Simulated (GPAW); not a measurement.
# Optical response of NaCaF3 (model structure), part 2 of 2

Aim: the dielectric function of NaCaF3 (model structure), and the optical constants that follow from it. The structure is a model built here, which may or may not match a known phase. It was built so: All K replaced by Na in the Pm-3m structure of KCaF3. The cell given below was relaxed beforehand with Ansatz.

GPAW 26.7.0; DFT, PBE, plane-wave PAW (GPAW data sets), scalar-relativistic, RPA, optical limit.

So far. Step 2 (Ground state): There is a gap, 4.94 eV on this mesh (points off the mesh can give less), so no carriers' term is needed.

## 4. Dielectric function, RPA

Transitions between filled and empty bands, summed over the zone, give the optical response, so mesh, band count and broadening shape it.

The induced potential is part of this response.

This step: DFT, PBE, plane-wave PAW (GPAW data sets), scalar-relativistic, RPA, optical limit (GPAW 26.7.0).

Contents of df.py:

```python
from gpaw.response.df import DielectricFunction

df = DielectricFunction('full.gpw', frequencies={'type': 'nonlinear', 'domega0': 0.03, 'omega2': 8},
                        ecut=50,
                        eta=0.1,
                        nbands=43,
                        txt='df.txt')
for direction in ['x']:
    df.get_dielectric_function(xc='RPA', direction=direction, filename=f'df_{direction}.csv')
```

Run with:

```
> OMP_NUM_THREADS=1 python df.py
```

Numbers of over 12 decimals in the logs are rounded to 6 here.

The program printed:

```text
Using integrator: PointIntegrator
NonLinearFrequencyDescriptor(from 0.000 to 62.066 eV, 492 points)
Nonperiodic BCs:  [False False False]
Using integrator: PointIntegrator
NonLinearFrequencyDescriptor(from 0.000 to 62.066 eV, 492 points)
Nonperiodic BCs:  [False False False]

Calculating chi0 body with:
    Ground state adapter containing:
    Number of spins: 1
    Number of kpoints: 216
    Number of irreducible kpoints: 20
    Number of completely occupied states: 19
    Number of partially occupied states: 19

    Linear response parametrization:
    q_c: [0.0, 0.0, 0.0]
    Number of frequency points: 492
    Planewave cutoff: 50.0
    Number of bands: 43
    Number of planewaves: 81
    Broadening (eta): 0.1

Integrating chi0 body.

Symmetries of q_c:
    Direct symmetries (Uq -> q): 48
    Indirect symmetries (TUq -> q): 0
In total 48 allowed symmetries.

20 groups of equivalent kpoints. 90.740741% reduction.

Integral kind: spectral function

Calculating chi0 optical extensions with:
    Ground state adapter containing:
    Number of spins: 1
    Number of kpoints: 216
    Number of irreducible kpoints: 20
    Number of completely occupied states: 19
    Number of partially occupied states: 19

    Linear response parametrization:
    Number of frequency points: 492
    Planewave cutoff: 50.0
    Number of bands: 43
    Number of planewaves: 81
    Broadening (eta): 0.1
Integrating chi0 head and wings.

Symmetries of q_c:
    Direct symmetries (Uq -> q): 48
    Indirect symmetries (TUq -> q): 0
In total 48 allowed symmetries.

20 groups of equivalent kpoints. 90.740741% reduction.

Integral kind: spectral function wings
```

It took 7 s on 1 thread of Arm Neoverse V2, shared host; peak memory 0.38 GiB.

Read-outs, printed or worked out from the files:

| Quantity | Value |
| --- | --- |
| electronic dielectric constant ε∞, mean over x, y and z (by symmetry where fewer were run) | 1.822 |

Sum at mesh points, not converged in k; values under the direct gap are tails of Lorentzian lines. The Im ε, E ∥ x by photon energy; read off at these points:

```tsv
photon energy (eV)	Im ε, E ∥ x
0.00	0
0.50	7.6e-4
1.00	0.00156
1.50	0.00244
2.00	0.00345
2.50	0.00469
3.00	0.00630
3.50	0.00859
4.00	0.0123
4.50	0.0204
5.00	0.0793
5.50	0.303
6.00	0.404
6.50	0.465
6.93	0.738
7.00	0.621
7.50	0.587
8.00	0.446
8.50	0.548
9.00	0.583
9.50	1.28
10.00	2.14
10.50	2.28
11.00	1.44
11.50	1.29
12.00	1.22
12.18	1.45
12.50	0.987
12.92	1.18
13.00	1.15
13.50	0.878
14.00	0.655
14.50	0.527
15.00	0.457
15.50	0.604
16.00	0.475
16.50	0.514
17.00	0.687
17.50	0.413
```

The reflectivity at normal incidence, E ∥ x has structure finer than the step of the table below, so its rows give means over 0.5 eV, whole bins alone (the curve runs from 0 to 17.9 eV). Peaks (eV: height): 6.60: 4.87, 10.45: 13.4, 12.26: 9.28, 13.17: 7.85, 17.07: 3.30.

Sum at mesh points, not converged in k. The reflectivity at normal incidence, E ∥ x by photon energy; means over each step:

```tsv
photon energy (eV)	reflectivity at normal incidence, E ∥ x (%)
0.5	2.23
1.0	2.25
1.5	2.29
2.0	2.35
2.5	2.43
3.0	2.54
3.5	2.69
4.0	2.91
4.5	3.24
5.0	3.83
5.5	4.43
6.0	4.16
6.5	4.38
7.0	3.84
7.5	4.01
8.0	3.92
8.5	4.56
9.0	5.97
9.5	8.53
10.0	11.3
10.5	12.2
11.0	9.20
11.5	6.86
12.0	6.84
12.5	6.79
13.0	6.87
13.5	6.23
14.0	4.34
14.5	2.72
15.0	1.62
15.5	1.95
16.0	1.81
16.5	1.75
17.0	2.75
17.5	1.46
```

The loss function −Im 1/ε at q → 0, E ∥ x has structure finer than the step of the table below, so its rows give means over 0.5 eV, whole bins alone (the curve runs from 0 to 17.9 eV). Peaks (eV: height): 11.33: 0.559, 12.42: 0.695, 13.95: 0.830, 15.83: 0.557, 17.07: 0.684.

Sum at mesh points, not converged in k; values under the direct gap are tails of Lorentzian lines. The loss function −Im 1/ε at q → 0, E ∥ x by energy loss; means over each step:

```tsv
energy loss (eV)	loss function −Im 1/ε at q → 0, E ∥ x
0.5	2.3e-4
1.0	4.7e-4
1.5	7.2e-4
2.0	0.00101
2.5	0.00134
3.0	0.00175
3.5	0.00230
4.0	0.00314
4.5	0.00494
5.0	0.0165
5.5	0.0534
6.0	0.0906
6.5	0.0982
7.0	0.131
7.5	0.117
8.0	0.105
8.5	0.108
9.0	0.0927
9.5	0.139
10.0	0.213
10.5	0.354
11.0	0.469
11.5	0.517
12.0	0.478
12.5	0.612
13.0	0.618
13.5	0.785
14.0	0.791
14.5	0.661
15.0	0.498
15.5	0.466
16.0	0.486
16.5	0.455
17.0	0.583
17.5	0.449
```

Sum at mesh points, not converged in k; values under the direct gap are tails of Lorentzian lines. Im ε, E ∥ x against photon energy; read off at these points:

```tsv
photon energy (eV)	without local fields	with local fields
0.00	0	0
0.50	8.4e-4	7.6e-4
1.00	0.00172	0.00156
1.50	0.00269	0.00244
2.00	0.00380	0.00345
2.50	0.00516	0.00469
3.00	0.00694	0.00630
3.50	0.00947	0.00859
4.00	0.0136	0.0123
4.50	0.0224	0.0204
5.00	0.0842	0.0793
5.50	0.321	0.303
6.00	0.449	0.404
6.50	0.543	0.465
6.93	0.852	0.738
7.00	0.706	0.621
7.50	0.710	0.587
8.00	0.497	0.446
8.50	0.603	0.548
9.00	0.656	0.583
9.50	1.48	1.28
10.00	2.44	2.14
10.17	2.54	2.33
10.50	2.18	2.28
11.00	1.39	1.44
11.50	1.28	1.29
12.00	1.27	1.22
12.18	1.49	1.45
12.50	1.06	0.987
13.00	1.21	1.15
13.50	0.943	0.878
14.00	0.680	0.655
14.50	0.548	0.527
15.00	0.473	0.457
15.50	0.668	0.604
16.00	0.509	0.475
16.50	0.557	0.514
16.85	0.758	0.684
17.00	0.701	0.687
17.50	0.470	0.413
```

Optical constants at common wavelengths, from n + ik = √ε:

```tsv
wavelength (nm)	n	k	R (%)	1/α
1550	1.35	0.000	2.2	270 µm
1064	1.35	0.001	2.3	125 µm
800	1.36	0.001	2.3	68 µm
633	1.36	0.001	2.3	41 µm
405	1.38	0.002	2.6	14 µm
308	1.41	0.004	2.9	5.5 µm
193	1.50	0.134	4.3	114 nm
```

Below the direct gap, k and the depth come from the tails of the Lorentzian lines, not from transitions.

Rows near the edge hang on the gap, which this functional as a rule makes too small, and phonon-assisted absorption is left out.

## 5. What came out

* electronic dielectric constant ε∞, mean over x, y and z (by symmetry where fewer were run) (RPA): 1.82

In words: At this level (PBE, RPA) NaCaF3 has ε∞ = 1.82 and n = 1.35 at 1550 nm. On the mesh the gap is 4.89 eV and the least direct gap 5.10 eV, so on this mesh the band edges lie at different points. Local fields change the static value along x from 1.90 to 1.82 (-4 %). Excitons and phonon-assisted transitions are missing; PBE gaps are as a rule too small, which pulls the onset down and ε∞ up. The curves end at 18 eV, about where the summed bands run out. In this version of GPAW the matrix elements of the optical limit are incomplete, which can lower ε − 1 by up to a tenth where first-row anions or d states rule, and shift it by more in d metals. The sum runs over mesh points 0.24 Å⁻¹ apart with no interpolation, so peaks are partly noise of the mesh and static values carry its error.

[Machine, clock and banner lines and Python warnings are left out of the logs.]

[Logs are printed without paths, hosts, clocks, repeated set-up lines and the standing remarks that a program may print on its own settings, such as how far it seeks lower states.]

[Hosts, paths, dates, database ids (printed as entryN), source tags and the programs' standing remarks are cut or masked in the printed files.]
